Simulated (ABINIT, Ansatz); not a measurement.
## TiO2 (Rutile): G0W0 on several meshes in ABINIT

Wanted: mesh dependence and cost of G0W0 for TiO2 (Rutile).

Calculated with ABINIT 10.8.3; PBE and many-body steps on it, plane waves.

**1. The starting structure**

Symmetry: P4_2/mnm, No. 136, tetragonal system. The conventional cell has a = 4.592 Å, b = 4.592 Å, c = 2.957 Å, α = 90.00°, β = 90.00°, γ = 90.00°. Ti has 6 O at 1.95 to 1.98 Å nearest. Nearest to O lie 3 Ti at 1.95 to 1.98 Å. Farther neighbours and most contacts between anions are not listed.

Coordinates:

```cif
data_structure
_symmetry_space_group_name_H-M 'P4_2/mnm'
_symmetry_Int_Tables_number 136
_cell_length_a 4.5922
_cell_length_b 4.5922
_cell_length_c 2.9574
_cell_angle_alpha 90.000
_cell_angle_beta 90.000
_cell_angle_gamma 90.000
_cell_volume 62.37
loop_
_atom_site_label
_atom_site_type_symbol
_atom_site_symmetry_multiplicity
_atom_site_Wyckoff_symbol
_atom_site_fract_x
_atom_site_fract_y
_atom_site_fract_z
_atom_site_occupancy
Ti1 Ti 2 a 0.00000 0.00000 0.00000 1
O1 O 4 f 0.30496 0.30496 0.00000 1
```

The cell and positions come from the Crystallography Open Database and are kept as given unless a step says otherwise.

**2. Empty states on the mesh, 4×4×4 mesh, 199 bands**

This step: ABINIT 10.8.3; DFT, PBE, plane waves, norm-conserving pseudopotentials.

The sums over transitions need many empty states on a uniform mesh; this step solves for them.

The input, run.abi:

```
acell 3*1.0 Angstrom
rprim 
  4.592200000000 0.000000000000 0.000000000000
  0.000000000000 4.592200000000 0.000000000000
  0.000000000000 0.000000000000 2.957400000000
ntypat 2
znucl 22 8
natom 6
typat 1 1 2 2 2 2
xred 
  0.000000000000 0.000000000000 0.000000000000
  0.500000000000 0.500000000000 0.500000000000
  0.304960000000 0.304960000000 0.000000000000
  0.195040000000 0.804960000000 0.500000000000
  0.695040000000 0.695040000000 0.000000000000
  0.804960000000 0.195040000000 0.500000000000
pp_dirpath "pseudos"
pseudos "Ti.upf, O.upf"
ecut 38
ngkpt 4 4 4
nshiftk 1
shiftk 0 0 0
kptopt 1
chksymbreak 0
irdden 1
istwfk *1
nband 199
prtvol 0
optdriver 6
gwr_task "HDIAGO"
paral_kgb 0
occopt 1
indata_prefix "in"
outdata_prefix "out"
tmpdata_prefix "tmp"
```

Run with:

```
$ OMP_NUM_THREADS=1 mpirun -n 8 abinit run.abi > log
```

Numbers of over 12 decimals in the logs are rounded to 6 here.

What it wrote:

```text
.Version 10.8.3 of ABINIT. v10.8.2 released Aug 2026.

 Symmetries : space group P4_2/m n m (#136); Bravais tP (primitive tetrag.)
[... echo of the input left out ...]
== DATASET  1 ==================================================================
-   mpi_nproc: 8, omp_nthreads: 1 (-1 if OMP is not activated)

--- !DatasetInfo
iteration_state: {dtset: 1, }
dimensions: {natom: 6, nkpt: 18, mband: 199, nsppol: 1, nspinor: 1, nspden: 1, mpw: 4748, }
cutoff_energies: {ecut:  38.0, pawecutdg:  -1.0, }
[...]
Direct band gap semiconductor
 Fundamental gap:     1.917 (eV)
   VBM:     5.660 (eV) at k: [ 0.0000E+00,  0.0000E+00,  0.0000E+00]
   CBM:     7.576 (eV) at k: [ 0.0000E+00,  0.0000E+00,  0.0000E+00]
 Direct gap:         1.917 (eV) at k: [ 0.0000E+00,  0.0000E+00,  0.0000E+00]

== END DATASET(S) ==============================================================
================================================================================

 -outvars: echo values of variables after computation  --------
           etotal      0.0000000000E+00
            nband         199
             nkpt          18
          spgroup         136
 [... the other variables as echoed above ...]

 Calculation completed.
```

Wall time 6.1 min (8 MPI ranks of Arm Neoverse N1, shared host); peak memory 9.9 GiB.

Numbers from this step:

| Quantity | Value |
| --- | --- |
| gap | 1.917 eV |
| k of the valence top | 0, 0, 0 |
| k of the conduction bottom | 0, 0, 0 |
| least direct gap | 1.917 eV |
| k points computed | 18 |
| lowest point of the top converged band, above the valence top | 98.8452 eV |

On this mesh the gap is 1.917 eV.

The density comes from a self-consistent run that is not shown.

**3. Screening, 4×4×4 mesh, 92 bands, screening to 114.3 eV**

The RPA dielectric matrix is built and inverted for each q.

This step: RPA screening on PBE, plane waves, norm-conserving pseudopotentials.

run.abi: that of step 2 with these lines changed.

```diff
@@ -24,10 +24,11 @@
 chksymbreak 0
-irdden 1
 istwfk *1
-nband 199
-prtvol 0
-optdriver 6
-gwr_task "HDIAGO"
-paral_kgb 0
 occopt 1
+irdwfk 1
+optdriver 3
+nband 92
+ecuteps 4.2
+inclvkb 2
+awtr 1
+symchi 1
 indata_prefix "in"
```

What it wrote:

```text
.Version 10.8.3 of ABINIT. v10.8.2 released Aug 2026.

 Symmetries : space group P4_2/m n m (#136); Bravais tP (primitive tetrag.)
[... echo of the input left out ...]
== DATASET  1 ==================================================================
-   mpi_nproc: 8, omp_nthreads: 1 (-1 if OMP is not activated)

--- !DatasetInfo
iteration_state: {dtset: 1, }
dimensions: {natom: 6, nkpt: 18, mband: 92, nsppol: 1, nspinor: 1, nspden: 1, mpw: 4748, }
cutoff_energies: {ecut:  38.0, pawecutdg:  -1.0, }
electrons: {nelect:   4.80000000E+01, charge:   0.00000000E+00, occopt:   1.00000000E+00, tsmear:   1.00000000E-02, }

 SCREENING: Calculation of the susceptibility and dielectric matrices

 Based on a program developped by R.W. Godby, V. Olevano, G. Onida, and L. Reining.
 Incorporated in ABINIT by V. Olevano, G.-M. Rignanese, and M. Torrent.
.Using double precision arithmetic ; gwpc =  8

[... cell and pseudopotentials left out ...]
--------------------------------------------------------------------------------

 ==== K-mesh for the wavefunctions ====
 Number of points in the irreducible wedge :    18
[... list of points left out ...]
 Together with 16 symmetry operations and time-reversal symmetry
 yields    64 points in the full Brillouin Zone.

 ==== Q-mesh for the screening function ====
 Number of points in the irreducible wedge :    18
[... list of points left out ...]
 Together with 16 symmetry operations and time-reversal symmetry
 yields    64 points in the full Brillouin Zone.

 setmesh: FFT mesh size selected  =    36x   36x   24
          total number of points  =        31104

 vcoul_init : cutoff-mode = AUXILIARY_FUNCTION
 q-points for optical limit:   1
     1)      0.000010    0.000020    0.000030

- screening: taking advantage of time-reversal symmetry
- Maximum band index for partially occupied states nbvw = 24
- Remaining bands to be divided among processors   nbcw = 68
- Number of bands treated by each node ~8

 Number of electrons calculated from density =   48.0000; Expected =   48.0000
 average of density, n =  0.114049
 r_s =    1.2792
 omega_plasma =   32.5763 [eV]

 calculating chi0 at frequencies [eV] :
  1    0.000000E+00    0.000000E+00
  2    0.000000E+00    3.257632E+01

--------------------------------------------------------------------------------
  q-point number  1        q = ( 0.000000, 0.000000, 0.000000) [r.l.u.]
--------------------------------------------------------------------------------
[... chi0 elements left out ...]
 For q-point:  0.000010 0.000020 0.000030
  dielectric constant =   8.5615
  dielectric constant without local fields =   8.9524

  Average fulfillment of the sum rule on Im[epsilon] for q-point    1 :     49.88  [%]
[... wings left out ...]
  q-point number  2        q = ( 0.250000, 0.000000, 0.000000) [r.l.u.]
--------------------------------------------------------------------------------
[... chi0 elements left out ...]
  Average fulfillment of the sum rule on Im[epsilon] for q-point    2 :     64.36  [%]

 [... 16 further q-points ...]
```

Elapsed: 2.9 min, on 8 MPI ranks; peak memory 3.4 GiB.

This step gave:

- ε∞ with local fields, on this mesh, along the program's q direction: 8.562
- the same without local fields: 8.952
- plasma frequency: 32.58 eV
- plane waves in the screening matrix: 181

Local fields lower ε∞ by 4 %. On a Γ-centred mesh this coarse the value itself is usually too large, while a short band sum pulls it down.

**4. 4×4×4**

The self-energy is evaluated for the states that the input lists, and the levels follow from it, in one-shot runs by the linearised quasiparticle equation.

This step: G0W0 on PBE, plane waves, norm-conserving pseudopotentials.

run.abi: that of step 3 with these lines changed.

```diff
@@ -27,8 +27,15 @@
 irdwfk 1
-optdriver 3
+optdriver 4
 nband 92
+gwcalctyp 0
+ecutsigx 38
+symsigma 1
+nkptgw 1
+kptgw 
+  0.0000000000 0.0000000000 0.0000000000
+bdgw 
+  22 26
 ecuteps 4.2
-inclvkb 2
-awtr 1
-symchi 1
+irdscr 1
+ppmodel 1
 indata_prefix "in"
```

What it wrote:

```text
.Version 10.8.3 of ABINIT. v10.8.2 released Aug 2026.

 Symmetries : space group P4_2/m n m (#136); Bravais tP (primitive tetrag.)
[... echo of the input left out ...]
== DATASET  1 ==================================================================
-   mpi_nproc: 8, omp_nthreads: 1 (-1 if OMP is not activated)

--- !DatasetInfo
iteration_state: {dtset: 1, }
dimensions: {natom: 6, nkpt: 18, mband: 92, nsppol: 1, nspinor: 1, nspden: 1, mpw: 4748, }
cutoff_energies: {ecut:  38.0, pawecutdg:  -1.0, }
electrons: {nelect:   4.80000000E+01, charge:   0.00000000E+00, occopt:   1.00000000E+00, tsmear:   1.00000000E-02, }

 SIGMA: Calculation of the GW corrections

 Based on a program developped by R.W. Godby, V. Olevano, G. Onida, and L. Reining.
 Incorporated in ABINIT by V. Olevano, G.-M. Rignanese, and M. Torrent.
.Using double precision arithmetic ; gwpc =  8

[... cell and pseudopotentials left out ...]
--------------------------------------------------------------------------------

 ==== K-mesh for the wavefunctions ====
 Number of points in the irreducible wedge :    18
[... list of points left out ...]
 Together with 16 symmetry operations and time-reversal symmetry
 yields    64 points in the full Brillouin Zone.

 ==== Q-mesh for screening function ====
 Number of points in the irreducible wedge :    18
[... list of points left out ...]
 Together with 16 symmetry operations and time-reversal symmetry
 yields    64 points in the full Brillouin Zone.

 vcoul_init : cutoff-mode = AUXILIARY_FUNCTION
 q-points for optical limit:   1
     1)      0.000010    0.000020    0.000030
 setmesh: FFT mesh size selected  =    50x   50x   32
          total number of points  =        80000

 Number of electrons calculated from density =   48.0000; Expected =   48.0000
 average of density, n =  0.114049
 r_s =    1.2792
 omega_plasma =   32.5763 [eV]

 === KS Band Gaps ===
  >>>> For spin  1
   Minimum direct gap =   1.9166 [eV], located at k-point      :   0.0000  0.0000  0.0000
   Fundamental gap    =   1.9166 [eV], Top of valence bands at :   0.0000  0.0000  0.0000
                                       Bottom of conduction at :   0.0000  0.0000  0.0000
 SIGMA fundamental parameters:
 PLASMON POLE MODEL  1
 number of plane-waves for SigmaX                 4679
 number of plane-waves for SigmaC and W            181
 number of plane-waves for wavefunctions          4679
 number of bands                                    92
 number of independent spin polarizations            1
 number of spinorial components                      1
 number of k-points in IBZ                          18
 number of q-points in IBZ                          18
 number of symmetry operations                      16
 number of k-points in BZ                           64
 number of q-points in BZ                           64
 number of frequencies for dSigma/dE                 9
 frequency step for dSigma/dE [eV]                0.25
 number of omega for Sigma on real axis              0
 max omega for Sigma on real axis  [eV]           0.00
 zcut for avoiding poles [eV]                     0.10

 EPSILON^-1 parameters (SCR file):
 dimension of the eps^-1 matrix on file            181
 dimension of the eps^-1 matrix used               181
 number of plane-waves for wavefunctions          4679
 number of bands                                    92
 number of q-points in IBZ                          18
 number of frequencies                               2
 number of real frequencies                          1
 number of imag frequencies                          1

 matrix elements of self-energy operator (all in [eV])

 Perturbative Calculation

--- !SelfEnergy_ee
iteration_state: {dtset: 1, }
kpoint     : [   0.000,    0.000,    0.000, ]
spin       : 1
KS_gap     :    1.917
QP_gap     :    3.380
Delta_QP_KS:    1.463
data: !SigmaeeData |
     Band     E0 <VxcDFT>   SigX SigC(E0)      Z dSigC/dE  Sig(E)    E-E0       E
       22   5.208 -20.672 -25.174   4.950   0.772  -0.296 -20.326   0.345   5.553
       23   5.208 -20.672 -25.174   4.950   0.772  -0.296 -20.326   0.345   5.553
       24   5.660 -20.448 -25.098   5.145   0.765  -0.307 -20.070   0.379   6.038
       25   7.576 -20.150 -12.063  -5.726   0.780  -0.282 -18.308   1.842   9.418
       26   7.879 -19.778 -12.069  -5.462   0.781  -0.280 -18.022   1.756   9.635

== END DATASET(S) ==============================================================
================================================================================

 -outvars: echo values of variables after computation  --------
           etotal      0.0000000000E+00
            nband          92
             nkpt          18
          spgroup         136
 [... the other variables as echoed above ...]

 Calculation completed.
```

Elapsed: 7.8 s, on 8 MPI ranks; peak memory 1.6 GiB.

Numbers from this step:

* G0W0 gap on the points computed: 3.380 eV
* starting gap on the mesh: 1.917 eV
* k of the valence top: 0, 0, 0
* k of the conduction bottom: 0, 0, 0
* Z at the valence top: 0.765
* Z at the conduction bottom: 0.78
* least direct G0W0 gap on the computed points: 3.380 eV

The gap on the mesh goes from 1.92 eV to 3.38 eV, a correction of +1.46 eV.

**5. Empty states on the mesh, 2×2×4 mesh, 100 bands**

This step: DFT, PBE, plane waves, norm-conserving pseudopotentials.

run.abi: that of step 4 with these lines changed.

```diff
@@ -19,3 +19,3 @@
 ecut 38
-ngkpt 4 4 4
+ngkpt 2 2 4
 nshiftk 1
@@ -24,18 +24,10 @@
 chksymbreak 0
+iscf -2
+irdden 1
 istwfk *1
-occopt 1
-irdwfk 1
-optdriver 4
-nband 92
-gwcalctyp 0
-ecutsigx 38
-symsigma 1
-nkptgw 1
-kptgw 
-  0.0000000000 0.0000000000 0.0000000000
-bdgw 
-  22 26
-ecuteps 4.2
-irdscr 1
-ppmodel 1
+nband 100
+nbdbuf 8
+tolwfr 1e-09
+nstep 60
+prtvol 0
 indata_prefix "in"
```

What it wrote:

```text
.Version 10.8.3 of ABINIT. v10.8.2 released Aug 2026.

 Symmetries : space group P4_2/m n m (#136); Bravais tP (primitive tetrag.)
[... echo of the input left out ...]
== DATASET  1 ==================================================================
-   mpi_nproc: 8, omp_nthreads: 1 (-1 if OMP is not activated)
-    --> not optimal distribution: autoparal keyword recommended in input file <--

--- !DatasetInfo
iteration_state: {dtset: 1, }
dimensions: {natom: 6, nkpt: 9, mband: 100, nsppol: 1, nspinor: 1, nspden: 1, mpw: 4748, }
cutoff_energies: {ecut:  38.0, pawecutdg:  -1.0, }
[...]
1.85998    1.90917    1.93980    2.00700    2.00700    2.04220    2.09044    2.10174
   2.10174    2.13019    2.13019    2.15999    2.15999    2.18115    2.20601    2.22468
   2.26410    2.26410    2.27794    2.28399
 prteigrs : prtvol=0 or 1, do not print more k-points.

== END DATASET(S) ==============================================================
================================================================================

 -outvars: echo values of variables after computation  --------
            nband         100
             nkpt           9
          spgroup         136
 [... the other variables as echoed above ...]

 Calculation completed.
```

The job ended after 45 s (8 MPI ranks; peak memory 0.57 GiB; 6 min of CPU time).

This step gave:

- gap: 1.917 eV
- k of the valence top: 0, 0, 0
- k of the conduction bottom: 0, 0, 0
- least direct gap: 1.917 eV
- k points computed: 9
- lowest point of the top converged band, above the valence top: 50.2096 eV

On this mesh the gap is 1.917 eV.

**6. Screening, 2×2×4 mesh, 92 bands, screening to 114.3 eV**

This step: RPA screening on PBE, plane waves, norm-conserving pseudopotentials.

run.abi: that of step 5 with these lines changed.

```diff
@@ -24,10 +24,11 @@
 chksymbreak 0
-iscf -2
-irdden 1
 istwfk *1
-nband 100
-nbdbuf 8
-tolwfr 1e-09
-nstep 60
-prtvol 0
+occopt 1
+irdwfk 1
+optdriver 3
+nband 92
+ecuteps 4.2
+inclvkb 2
+awtr 1
+symchi 1
 indata_prefix "in"
```

What it wrote:

```text
.Version 10.8.3 of ABINIT. v10.8.2 released Aug 2026.

 Symmetries : space group P4_2/m n m (#136); Bravais tP (primitive tetrag.)
[... echo of the input left out ...]
== DATASET  1 ==================================================================
-   mpi_nproc: 8, omp_nthreads: 1 (-1 if OMP is not activated)

--- !DatasetInfo
iteration_state: {dtset: 1, }
dimensions: {natom: 6, nkpt: 9, mband: 92, nsppol: 1, nspinor: 1, nspden: 1, mpw: 4748, }
cutoff_energies: {ecut:  38.0, pawecutdg:  -1.0, }
electrons: {nelect:   4.80000000E+01, charge:   0.00000000E+00, occopt:   1.00000000E+00, tsmear:   1.00000000E-02, }

 SCREENING: Calculation of the susceptibility and dielectric matrices

 Based on a program developped by R.W. Godby, V. Olevano, G. Onida, and L. Reining.
 Incorporated in ABINIT by V. Olevano, G.-M. Rignanese, and M. Torrent.
.Using double precision arithmetic ; gwpc =  8

[... cell and pseudopotentials left out ...]
--------------------------------------------------------------------------------

 ==== K-mesh for the wavefunctions ====
 Number of points in the irreducible wedge :     9
[... list of points left out ...]
 Together with 16 symmetry operations and time-reversal symmetry
 yields    16 points in the full Brillouin Zone.

 ==== Q-mesh for the screening function ====
 Number of points in the irreducible wedge :     9
[... list of points left out ...]
 Together with 16 symmetry operations and time-reversal symmetry
 yields    16 points in the full Brillouin Zone.

 setmesh: FFT mesh size selected  =    36x   36x   24
          total number of points  =        31104

 vcoul_init : cutoff-mode = AUXILIARY_FUNCTION
 q-points for optical limit:   1
     1)      0.000010    0.000020    0.000030

- screening: taking advantage of time-reversal symmetry
- Maximum band index for partially occupied states nbvw = 24
- Remaining bands to be divided among processors   nbcw = 68
- Number of bands treated by each node ~8

 Number of electrons calculated from density =   48.0000; Expected =   48.0000
 average of density, n =  0.114049
 r_s =    1.2792
 omega_plasma =   32.5763 [eV]

 calculating chi0 at frequencies [eV] :
  1    0.000000E+00    0.000000E+00
  2    0.000000E+00    3.257632E+01

--------------------------------------------------------------------------------
  q-point number  1        q = ( 0.000000, 0.000000, 0.000000) [r.l.u.]
--------------------------------------------------------------------------------
[... chi0 elements left out ...]
 For q-point:  0.000010 0.000020 0.000030
  dielectric constant =   8.9104
  dielectric constant without local fields =   9.3189

  Average fulfillment of the sum rule on Im[epsilon] for q-point    1 :     49.82  [%]
[... wings left out ...]
  q-point number  2        q = ( 0.500000, 0.000000, 0.000000) [r.l.u.]
--------------------------------------------------------------------------------
[... chi0 elements left out ...]
  Average fulfillment of the sum rule on Im[epsilon] for q-point    2 :     59.25  [%]

 [... 7 further q-points ...]
```

The job ended after 35 s (8 MPI ranks; peak memory 2 GiB).

Numbers from this step:

```
ε∞ with local fields, on this mesh, along the program's q direction : 8.910
the same without local fields                                       : 9.319
plasma frequency                                                    : 32.58 eV
plane waves in the screening matrix                                 : 181
```

(Continued in part 2 of 2.)

[Paths, hosts, dates, memory and timing lines, banners, echoed tables and standing remarks are left out of the program output.]

[Logs are printed without paths, hosts, clocks, repeated set-up lines and the standing remarks that a program may print on its own settings, such as how far it seeks lower states.]

[Runs of the session that timed out or met a known fault of the program may be left out.]

[No measured gap is set beside runs whose start may be inverted or whose files or cutoffs have a known fault.]

[Hosts, paths, dates, database ids (printed as entryN), source tags and the programs' standing remarks are cut or masked in the printed files.]

[G0W0 gaps are taken among the corrected bands and points alone; a level outside them can change the order at an edge.]

[Where Ansatz stands beside ABINIT at settings called matched, ABINIT's density can come from a denser mesh and the files from another edition; pairs whose starting gaps differed by over 0.03 eV were left out, so agreement reads better than it is.]
